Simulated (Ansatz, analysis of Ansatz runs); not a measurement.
# Cu on a Zn site in ZnO: charge-transition level, PBE+U

Aim: the charge-transition level of the Cu on a Zn site in ZnO, to be set beside the measurement. Set-up: PBE+U, 72-site cell, PBE lattice, 420 eV, k: the single point 1/4 1/4 1/4 then 2x2x2 shifted 0.5 0.5 0.5, U 5 eV on Cu d. The model is a cell of 72 host atoms with 1 Zn taken out and 1 Cu put in. The level is the Fermi energy at which two charge states have equal formation energy, after a correction for the images of the charge. A Hubbard U on the impurity's d shell is the cheap way to lessen its self-interaction.

What was measured. (0/-1) level above the valence-band top: 3.2 eV (“Acceptors in ZnO”, 2015, McCluskey et al.). The runs below try to reproduce this.

Calculated with Ansatz 0.2.0; plane-wave PAW DFT, PBE+U; relaxation of all atoms of a defect supercell.

### 1. The structure

The cell holds 72 atoms: 35 Zn, 36 O and 1 Cu. Cell: a = 9.839 Å, b = 9.839 Å, c = 10.587 Å, α = 90.0°, β = 90.0°, γ = 120.0°. It derives from ZnO (space group P6_3mc). Nearest the centre at fractional (0.556, 0.444, 0.500): Cu38 at 0.00 Å, O60 at 2.00 Å, O28 at 2.00 Å, O36 at 2.00 Å, O39 at 2.01 Å, Zn61 at 3.25 Å, Zn29 at 3.25 Å, Zn57 at 3.25 Å.

The host's primitive cell comes from a first run (plane-wave PAW DFT, PBE; relaxation of the host's cell and atoms): vectors of 3.280, 3.280 and 5.293 Å. That is 12.33 Å³ an atom, 3.6 % over the diffraction cell's volume. The supercell is built on it.

### 2. Relaxation, charge 0

Every later number rests on the structure around the defect, so the atoms are relaxed at the host's lattice first.

relax0/input.yaml reads:

```yaml
relax:
  f_tol: 0.02
  max_steps: 80
  random_displacement: { amplitude: 0.05, seed: 300 }
crystal:
  lattice:
    - [9.83855992, 0.0, 0.0]
    - [-4.91927996, 8.52044283, 0.0]
    - [0.0, 0.0, 10.58650209]
  atoms:
    - { symbol: Zn, position: [0.111111111, 0.222222222, 0.249983552] }
    - { symbol: Zn, position: [0.222222222, 0.111111111, -1.6448e-05] }
    - { symbol: O, position: [0.222222222, 0.111111111, 0.189521448] }
    - { symbol: O, position: [0.111111111, 0.222222222, 0.439521448] }
    - { symbol: Zn, position: [0.111111111, 0.222222222, 0.749983552] }
    - { symbol: Zn, position: [0.222222222, 0.111111111, 0.499983552] }
    - { symbol: O, position: [0.222222222, 0.111111111, 0.689521448] }
    - { symbol: O, position: [0.111111111, 0.222222222, 0.939521448] }
    - { symbol: Zn, position: [0.111111111, 0.555555556, 0.249983552] }
    - { symbol: Zn, position: [0.222222222, 0.444444444, -1.6448e-05] }
    - { symbol: O, position: [0.222222222, 0.444444444, 0.189521448] }
    - { symbol: O, position: [0.111111111, 0.555555556, 0.439521448] }
    - { symbol: Zn, position: [0.111111111, 0.555555556, 0.749983552] }
    - { symbol: Zn, position: [0.222222222, 0.444444444, 0.499983552] }
    - { symbol: O, position: [0.222222222, 0.444444444, 0.689521448] }
    - { symbol: O, position: [0.111111111, 0.555555556, 0.939521448] }
    - { symbol: Zn, position: [0.111111111, 0.888888889, 0.249983552] }
    - { symbol: Zn, position: [0.222222222, 0.777777778, -1.6448e-05] }
    - { symbol: O, position: [0.222222222, 0.777777778, 0.189521448] }
    - { symbol: O, position: [0.111111111, 0.888888889, 0.439521448] }
    - { symbol: Zn, position: [0.111111111, 0.888888889, 0.749983552] }
    - { symbol: Zn, position: [0.222222222, 0.777777778, 0.499983552] }
    - { symbol: O, position: [0.222222222, 0.777777778, 0.689521448] }
    - { symbol: O, position: [0.111111111, 0.888888889, 0.939521448] }
    - { symbol: Zn, position: [0.444444444, 0.222222222, 0.249983552] }
    - { symbol: Zn, position: [0.555555556, 0.111111111, -1.6448e-05] }
    - { symbol: O, position: [0.555555556, 0.111111111, 0.189521448] }
    - { symbol: O, position: [0.444444444, 0.222222222, 0.439521448] }
    - { symbol: Zn, position: [0.444444444, 0.222222222, 0.749983552] }
    - { symbol: Zn, position: [0.555555556, 0.111111111, 0.499983552] }
    - { symbol: O, position: [0.555555556, 0.111111111, 0.689521448] }
    - { symbol: O, position: [0.444444444, 0.222222222, 0.939521448] }
    - { symbol: Zn, position: [0.444444444, 0.555555556, 0.249983552] }
    - { symbol: Zn, position: [0.555555556, 0.444444444, -1.6448e-05] }
    - { symbol: O, position: [0.555555556, 0.444444444, 0.189521448] }
    - { symbol: O, position: [0.444444444, 0.555555556, 0.439521448] }
    - { symbol: Zn, position: [0.444444444, 0.555555556, 0.749983552] }
    - { symbol: Cu, position: [0.555555556, 0.444444444, 0.499983552], spin: 1.0 }
    - { symbol: O, position: [0.555555556, 0.444444444, 0.689521448] }
    - { symbol: O, position: [0.444444444, 0.555555556, 0.939521448] }
    - { symbol: Zn, position: [0.444444444, 0.888888889, 0.249983552] }
    - { symbol: Zn, position: [0.555555556, 0.777777778, -1.6448e-05] }
    - { symbol: O, position: [0.555555556, 0.777777778, 0.189521448] }
    - { symbol: O, position: [0.444444444, 0.888888889, 0.439521448] }
    - { symbol: Zn, position: [0.444444444, 0.888888889, 0.749983552] }
    - { symbol: Zn, position: [0.555555556, 0.777777778, 0.499983552] }
    - { symbol: O, position: [0.555555556, 0.777777778, 0.689521448] }
    - { symbol: O, position: [0.444444444, 0.888888889, 0.939521448] }
    - { symbol: Zn, position: [0.777777778, 0.222222222, 0.249983552] }
    - { symbol: Zn, position: [0.888888889, 0.111111111, -1.6448e-05] }
    - { symbol: O, position: [0.888888889, 0.111111111, 0.189521448] }
    - { symbol: O, position: [0.777777778, 0.222222222, 0.439521448] }
    - { symbol: Zn, position: [0.777777778, 0.222222222, 0.749983552] }
    - { symbol: Zn, position: [0.888888889, 0.111111111, 0.499983552] }
    - { symbol: O, position: [0.888888889, 0.111111111, 0.689521448] }
    - { symbol: O, position: [0.777777778, 0.222222222, 0.939521448] }
    - { symbol: Zn, position: [0.777777778, 0.555555556, 0.249983552] }
    - { symbol: Zn, position: [0.888888889, 0.444444444, -1.6448e-05] }
    - { symbol: O, position: [0.888888889, 0.444444444, 0.189521448] }
    - { symbol: O, position: [0.777777778, 0.555555556, 0.439521448] }
    - { symbol: Zn, position: [0.777777778, 0.555555556, 0.749983552] }
    - { symbol: Zn, position: [0.888888889, 0.444444444, 0.499983552] }
    - { symbol: O, position: [0.888888889, 0.444444444, 0.689521448] }
    - { symbol: O, position: [0.777777778, 0.555555556, 0.939521448] }
    - { symbol: Zn, position: [0.777777778, 0.888888889, 0.249983552] }
    - { symbol: Zn, position: [0.888888889, 0.777777778, -1.6448e-05] }
    - { symbol: O, position: [0.888888889, 0.777777778, 0.189521448] }
    - { symbol: O, position: [0.777777778, 0.888888889, 0.439521448] }
    - { symbol: Zn, position: [0.777777778, 0.888888889, 0.749983552] }
    - { symbol: Zn, position: [0.888888889, 0.777777778, 0.499983552] }
    - { symbol: O, position: [0.888888889, 0.777777778, 0.689521448] }
    - { symbol: O, position: [0.777777778, 0.888888889, 0.939521448] }
  host:
    repeats: [3, 3, 2]
    atoms:
      - { symbol: Zn, position: [0.333333333, 0.666666667, 0.499967103] }
      - { symbol: Zn, position: [0.666666667, 0.333333333, -3.2897e-05] }
      - { symbol: O, position: [0.666666667, 0.333333333, 0.379042897] }
      - { symbol: O, position: [0.333333333, 0.666666667, 0.879042897] }
basis:
  ecutwfc: 420
  xc_grid: 2
hamiltonian:
  xc: pbe
  hubbard: { sites: [{ species: Cu, l: d, u_eff: 5.0 }] }
kpoints:
  mp_grid: { grid: [1, 1, 1], shift: [0.25, 0.25, 0.25] }
magnetization:
  spin_polarized: true
  initial_magnetization: 1
  spin_locking: { lock_magnetization: hard }
scf:
  occupations: { method: fermi_dirac, width: 0.01 }
  max_iter: 120
output:
  forces: true
  charged_corrections:
    epsilon: [5.21, 5.21, 5.27]
    static_epsilon: [10.56, 10.56, 11.59]
    defect_position: [0.555556, 0.444444, 0.499984]
checkpoint:
  write: "../relax0.run"
  compress: false
  write_wavefunctions: true
  write_every: 100000
```

Run with:

```console
> ansatz run input.yaml --threads 4 --pin off --max-ram 14131MiB --backend cpu --events-out ev --progress --plain --runs-dir out
```

Numbers of over 12 decimals in the logs are rounded to 6 here.

Output:

```text
[... repeated set-up lines and file paths are left out, and long positions are rounded to six places ...]
Zn: projections on atomic orbitals take those of the free atom [Ar] 3d10 4s2, of charge +0.00 (hamiltonian.pseudopotentials.projection_atoms); the dataset's partial waves leave at most 6.8e-7 of an orbital's norm unspanned inside its sphere
O: projections on atomic orbitals take those of the free atom [He] 2s2 2p4, of charge +0.00 (hamiltonian.pseudopotentials.projection_atoms); the dataset's partial waves leave at most 1.9e-8 of an orbital's norm unspanned inside its sphere
Cu: projections on atomic orbitals take those of the free atom [Ne] 3s2 3p6 3d10 4s1, of charge +0.00 (hamiltonian.pseudopotentials.projection_atoms); the dataset's partial waves leave at most 2.0e-6 of an orbital's norm unspanned inside its sphere
Engine: ansatz 0.2.0, aarch64-unknown-linux-gnu
Pseudopotentials: kind: paw
Pseudopotential: Zn, paw, valence charge 12, recommended cutoff 420 eV (normal), Zn.paw.azcp
Pseudopotential: O, paw, valence charge 6, recommended cutoff 420 eV (normal), O.paw.azcp
Pseudopotential: Cu, paw, valence charge 19, recommended cutoff 420 eV (normal), Cu.paw.azcp
Functional definition: PBE
  parameter kappa = 0.804
  parameter beta = 0.066725
  exchange = pbe_x(kappa = kappa, mu = beta*pi^2/3)
  correlation = pbe_c(beta = beta)
Crystal: 72 atoms, lattice volume = 887.455 Å³
Basis set: ecut = 420 eV, 17351 PW (Γ), exchange–correlation on 144×144×144 points (8 copies of the dense FFT grid, shifted against one another)
Bands: 400, of which v1, the nominal top of the filled ones, is band 328 counted from 1 (327 counted from 0)
Symmetry: 1 space group operations
k-points: 1
Non-local potential: Zn, projectors of the file, l = 0: 2, l = 1: 2, l = 2: 3, l = 3: 1
Non-local potential: O, projectors of the file, l = 0: 2, l = 1: 2, l = 2: 1
Non-local potential: Cu, projectors of the file, l = 0: 3, l = 1: 2, l = 2: 3, l = 3: 1
PAW form: soft (Blöchl's): semilocal exchange-correlation on the pseudo side does not see the compensation charge
PAW one-centre angular grid: Zn, 590 points (default); XC on 64 Gauss nodes
PAW one-centre angular grid: O, 110 points (default); XC on 64 Gauss nodes
PAW one-centre angular grid: Cu, 590 points (default); XC on 64 Gauss nodes
Initial density: superposition of atomic densities (chi_scale 0.1, normalization cell, long waves kept (reshape's long-wave potential 0.06 eV rms))
Starting moments: Σ|m| = 1 μB on 1 of 72 sites
Initial wavefunctions: pseudopotential atomic-orbital guess
Functional: x = pbe(κ = 0.804, μ = 0.219515), c = pbe(β = 0.066725)
SCF iter   1: F=—  HF=-143244.675688 eV  |F-HF|=—  |Δ(HF+E_count)|=         —  Δρ=5.27e-2 (↑4.96e-2 ↓5.27e-2)  dr2=4.73e1  dr2_m=1.15e0  M=1.000 μB ∫|m|=1.009 μB  β_m=0.30  ethr=3.10e-3  ⟨swp⟩=6.0  Hψ=2871  notcnv=0
preconditioner: auto → Resta (q_TF=auto, 2.594 Å⁻¹)  ε∞=6.5  [insulator: Δε(μ)=0.047 eV  Ē_g=13.564 eV  σ=0.010 eV  W_gap=0.83  n_scr=242 (ndim 8)  ℏωp=31.7 eV  f_vac=0.002  D(μ)=15.93/eV (n_scr^D=84)  ε∞_Penn≈6.5]
spin=Collinear: Resta preconditioning applied to the charge; magnetization (m = ρ↑ − ρ↓) channel mixes plain (no charge-response kernel on spin).
SCF iter   2: F=—  HF=-143233.200151 eV  |F-HF|=—  |Δ(HF+E_count)|=    1.15e1  Δρ=2.72e-2 (↑2.72e-2 ↓2.69e-2)  dr2=1.49e1  dr2_m=2.03e-1  M=1.000 μB ∫|m|=1.040 μB  β_m=0.42  ethr=3.10e-3  ⟨swp⟩=2.0  Hψ=1508  notcnv=0  defer=132
SCF iter   3: F=—  HF=-143229.538139 eV  |F-HF|=—  |Δ(HF+E_count)|=    3.66e0  Δρ=1.25e-2 (↑1.03e-2 ↓1.25e-2)  dr2=3.12e0  dr2_m=9.34e-2  M=1.000 μB ∫|m|=1.050 μB  β_m=0.49  ethr=2.28e-3  ⟨swp⟩=2.0  Hψ=1587  notcnv=0  defer=132
SCF iter   4: F=—  HF=-143229.031094 eV  |F-HF|=—  |Δ(HF+E_count)|=   5.07e-1  Δρ=1.30e-2 (↑5.27e-3 ↓1.30e-2)  dr2=2.15e0  dr2_m=1.62e-1  M=1.000 μB ∫|m|=1.099 μB  β_m=0.42  ethr=4.76e-4  ⟨swp⟩=2.5  Hψ=1463  notcnv=0  defer=132
SCF iter   5: F=—  HF=-143228.837804 eV  |F-HF|=—  |Δ(HF+E_count)|=   1.93e-1  Δρ=5.41e-3 (↑2.50e-3 ↓5.41e-3)  dr2=3.67e-1  dr2_m=4.88e-2  M=1.000 μB ∫|m|=1.089 μB  β_m=0.71  ethr=3.28e-4  ⟨swp⟩=2.5  Hψ=1463  notcnv=0  defer=132
SCF iter   6: F=—  HF=-143228.998692 eV  |F-HF|=—  |Δ(HF+E_count)|=   1.61e-1  Δρ=1.81e-3 (↑1.56e-3 ↓1.81e-3)  dr2=7.77e-2  dr2_m=1.07e-3  M=1.000 μB ∫|m|=1.077 μB  β_m=0.61  ethr=5.60e-5  ⟨swp⟩=3.0  Hψ=1425  notcnv=0  defer=132
SCF iter   7: F=—  HF=-143228.989105 eV  |F-HF|=—  |Δ(HF+E_count)|=   9.59e-3  Δρ=1.44e-3 (↑3.93e-4 ↓1.44e-3)  dr2=1.41e-2  dr2_m=3.82e-3  M=1.000 μB ∫|m|=1.073 μB  β_m=0.69  ethr=1.19e-5  ⟨swp⟩=2.5  Hψ=1462  notcnv=0  defer=132
SCF iter   8: F=—  HF=-143228.995672 eV  |F-HF|=—  |Δ(HF+E_count)|=   6.57e-3  Δρ=1.13e-3 (↑2.84e-4 ↓1.13e-3)  dr2=1.11e-2  dr2_m=1.83e-3  M=1.000 μB ∫|m|=1.072 μB  β_m=0.85  ethr=2.15e-6  ⟨swp⟩=2.0  Hψ=1314  notcnv=0  defer=132
SCF iter   9: F=—  HF=-143228.998782 eV  |F-HF|=—  |Δ(HF+E_count)|=   3.11e-3  Δρ=4.52e-4 (↑2.12e-4 ↓4.52e-4)  dr2=2.95e-3  dr2_m=2.06e-4  M=1.000 μB ∫|m|=1.074 μB  β_m=0.78  ethr=1.69e-6  ⟨swp⟩=2.5  Hψ=1337  notcnv=0  defer=132
[...]
relax step   3: F+E_penalty+E_count = -143229.84961354 eV  Δ(F+E_penalty+E_count) = -3.231e-1 eV  max|allowed force component| = 3.214e-1 eV/Å  Δτ_max = 0.0893 Å  (15 SCF iters, dr2 threshold 1.75e-5 eV, accepted)
relax step   4: F+E_penalty+E_count = -143229.87433303 eV  Δ(F+E_penalty+E_count) = -2.472e-2 eV  max|allowed force component| = 8.648e-2 eV/Å  Δτ_max = 0.0454 Å  (8 SCF iters, dr2 threshold 3.82e-5 eV, accepted)
relax step   5: F+E_penalty+E_count = -143229.87099688 eV  Δ(F+E_penalty+E_count) = +3.336e-3 eV  max|allowed force component| = 1.604e-1 eV/Å  Δτ_max = 0.0533 Å  (19 SCF iters, dr2 threshold 5.41e-7 eV, rejected (line search))
relax step   6: F+E_penalty+E_count = -143229.87894171 eV  Δ(F+E_penalty+E_count) = -4.609e-3 eV  max|allowed force component| = 5.442e-2 eV/Å  Δτ_max = 0.0266 Å  (18 SCF iters, accepted)
relax step   7: F+E_penalty+E_count = -143229.86158731 eV  Δ(F+E_penalty+E_count) = +1.735e-2 eV  max|allowed force component| = 2.859e-1 eV/Å  Δτ_max = 0.0841 Å  (23 SCF iters, rejected (line search))
relax step   8: F+E_penalty+E_count = -143229.88128048 eV  Δ(F+E_penalty+E_count) = -2.339e-3 eV  max|allowed force component| = 3.604e-2 eV/Å  Δτ_max = 0.0208 Å  (21 SCF iters, accepted)
relax step   9: F+E_penalty+E_count = -143229.88184591 eV  Δ(F+E_penalty+E_count) = -5.654e-4 eV  max|allowed force component| = 2.135e-2 eV/Å  Δτ_max = 0.0187 Å  (15 SCF iters, dr2 threshold 5.14e-7 eV, accepted)
relax step  10: F+E_penalty+E_count = -143229.88192078 eV  Δ(F+E_penalty+E_count) = -7.486e-5 eV  max|allowed force component| = 3.142e-2 eV/Å  Δτ_max = 0.0181 Å  (15 SCF iters, accepted)
[...]
relax step  11: F+E_penalty+E_count = -143229.88221197 eV  Δ(F+E_penalty+E_count) = -2.912e-4 eV  max|allowed force component| = 6.397e-3 eV/Å  Δτ_max = 0.0059 Å  (13 SCF iters, accepted)
NSCF: frozen V_eff on 1 k-points
the band table was solved once a step of the walk had ended and its energy, with any forces and stress, was formed, with the checks that follow a solve (1915 applications of the Hamiltonian). They found nothing against the state; [...]
SCF converged after 13 iterations
Stability checked in part: among states of this total moment the steps that led to this state did not find it unstable. No probe was made; neither looks for a lower state of another moment (fixed_total_moment; see scf.lower_state_search)
Magnetization: 1.0000 μB (328.0000 up, 327.0000 down)
Absolute magnetization: 1.0602 μB (∫|ρ↑−ρ↓|, with the PAW one-centre terms)
Spin contamination: 0.0012 ħ² per cell (⟨S²⟩ above its minimum at these occupations)
Per-site moments (μB) at R_I (Å): [(7.740986979722082e-5, 0.824158), (0.000127082, 0.823495), (0.000675011, 0.823462), [... 69 left out ...]
Free energy (F): -143229.882212 eV
Harris-Foulkes:  -143229.882212 eV  (|F-HF|=2.13e-8)
Internal energy: -143229.882212 eV  (E = F + TS)
E sigma→0 (E₀):  -143229.882212 eV
Fermi energy:    7.025166 (↑ 7.721487, ↓ 7.023089) eV
--- Per-component energies (eV) ---
  E_band       = 353.671684
  E_kinetic    = 11142.000729
  E_local      = -76736.472139  (includes V_loc(G=0)·N_el)
  E_nonlocal   = 23803.219656
  E_hartree    = 31654.256734
  E_xc         = -7498.669412
  E_vxc        = -5263.250616  (∫ρ·V_xc dr)
  E_hubbard    = 0.668221  (on-site DFT+U / exact-exchange correction)
  E_vhub       = -22.019796  (the Hubbard potential's part of the band-sum identity)
  E_paw        = -71478.336252  (= ΣΔE_a)
  E_vpaw       = -15878.386075  (= ΣTr[D̂ρ^β])
  E_aug_tail   = 0.075470  (compensation charges beyond the density's cutoff)
  E_ewald      = -54116.625219
  E_smearing   = -0.000000  (= −TS)
  E_closure    = -0.000000  (closes the sum)
  Σ components = -143229.882212   (vs F -143229.882212, Δ=0.00e0)
--- Forces (eV/Å), atoms counted from 1 ---
  atom   1  Zn    -0.00027895     0.00011974    -0.00067369
  atom   2  Zn     0.00092417     0.00050784    -0.00021091
  [... 22 atoms left out ...]
  atom  25  Zn     0.00042777     0.00165484    -0.00639680
  [... 2 atoms left out ...]
  atom  28  O     -0.00115615    -0.00082840    -0.00090913
  atom  29  Zn    -0.00097121    -0.00110820    -0.00072668
  [... 6 atoms left out ...]
  atom  36  O     -0.00152646    -0.00072655     0.00058801
  atom  37  Zn    -0.00017772     0.00034046    -0.00312177
  atom  38  Cu     0.00435949     0.00457974     0.00088332
  atom  39  O     -0.00173863     0.00302595    -0.00127019
  [... 17 atoms left out ...]
  atom  57  Zn     0.00168005     0.00027217    -0.00015486
  [... 2 atoms left out ...]
  atom  60  O     -0.00274471    -0.00014617     0.00203116
  atom  61  Zn    -0.00061983     0.00071458    -0.00374376
  [... 11 atoms left out ...]
  max |Σ_I F_I| component: 3.12e-5 eV/Å
--- Band table (eV) ---
  k-point 0 ↑: bands = ["-105.3230", "-63.3970", "-62.8339", "-61.7972", [... 392 left out ...] "16.7423", "16.7621", "16.7858", "16.8234"]
  k-point 0 ↓: bands = ["-104.4985", "-62.1798", "-61.9717", "-61.4822", [... 392 left out ...] "16.7468", "16.7635", "16.7884", "16.8279"]
Occupation matrices written to <dir>
--- The result so far, ahead of a search for a lower minimum behind the relaxation; the run's own can be another ---
--- Relaxed structure (11 steps of the walk, 9 accepted, 0 SCFs on fresh bases) ---
  F+E_penalty+E_count = -143229.88221197 eV   max|allowed force component| = 6.397e-3 eV/Å
  atoms:
    - { symbol: Zn, position: [0.110192, 0.223554, 0.249473] }
    - { symbol: Zn, position: [0.222496, 0.111522, -0.000225] }
    [... 22 atoms left out ...]
    - { symbol: Zn, position: [0.442613, 0.223408, 0.251210] }
    [... 2 atoms left out ...]
    - { symbol: O, position: [0.437154, 0.218796, 0.441604] }
    - { symbol: Zn, position: [0.444430, 0.221066, 0.749606] }
    [... 6 atoms left out ...]
    - { symbol: O, position: [0.446299, 0.554777, 0.434947] }
    - { symbol: Zn, position: [0.447982, 0.553133, 0.746467] }
    - { symbol: Cu, position: [0.560953, 0.440215, 0.495589] }
    - { symbol: O, position: [0.559932, 0.441216, 0.688206] }
    [... 17 atoms left out ...]
    - { symbol: Zn, position: [0.777262, 0.558185, 0.251168] }
    [... 2 atoms left out ...]
    - { symbol: O, position: [0.781950, 0.563751, 0.441729] }
    - { symbol: Zn, position: [0.780021, 0.556666, 0.749736] }
    [... 83 atoms left out ...]
```

Wall time 18 min (4 threads of Arm Neoverse V2, shared host); peak memory 4 GiB; 69 min of CPU time.

Step by step:

```csv
step,energy less that of the first step (eV),largest force component (eV/Å)
1,0.0000,0.8392
2,-0.5273,0.5285
3,-0.8504,0.3214
4,-0.8752,0.0865
5,-0.8718,0.1604
6,-0.8798,0.0544
7,-0.8624,0.2859
8,-0.8821,0.0360
9,-0.8827,0.0213
10,-0.8827,0.0314
11,-0.8830,0.0064
```

Relaxation steps 5, 7 were tried and not accepted.

The atoms that moved most (Å, from the sites as typed, ahead of the random displacement, the mean shift of all atoms taken out):

```csv
atom,dx,dy,dz,length
Cu38,0.074,-0.041,-0.043,0.095
O28,-0.055,-0.035,0.025,0.070
O60,0.001,0.064,0.027,0.070
O39,0.059,-0.033,-0.011,0.068
Zn37,0.047,-0.026,-0.034,0.063
Zn70,-0.011,0.047,0.020,0.052
O36,0.022,-0.012,-0.045,0.051
Zn6,-0.045,-0.014,0.020,0.051
```

Neighbours of Cu38 at the end:

```csv
atom,distance (Å)
O60,1.972
O28,1.975
O39,2.039
O36,2.056
Zn57,3.178
Zn25,3.180
Zn62,3.202
Zn30,3.203
O35,3.247
```

This step gave:

* free energy: -143229.8822 eV
* total moment: 1 μB
* integral of the absolute spin density: 1.060 μB
* spin contamination: 0.001154

The relaxation ends 12 meV an atom lower than the displaced start, with a largest force component of 0.0064 eV/Å.

(Continued in part 2 of 2.)

[Logs are printed without paths, hosts, clocks, repeated set-up lines and the standing remarks that a program may print on its own settings, such as how far it seeks lower states.]

[Hosts, paths, dates, database ids (printed as entryN), source tags and the programs' standing remarks are cut or masked in the printed files.]

[For some hosts the program warned that the k-mesh of the response run may be too coarse for force constants and the static dielectric constant; such warnings are not shown here.]
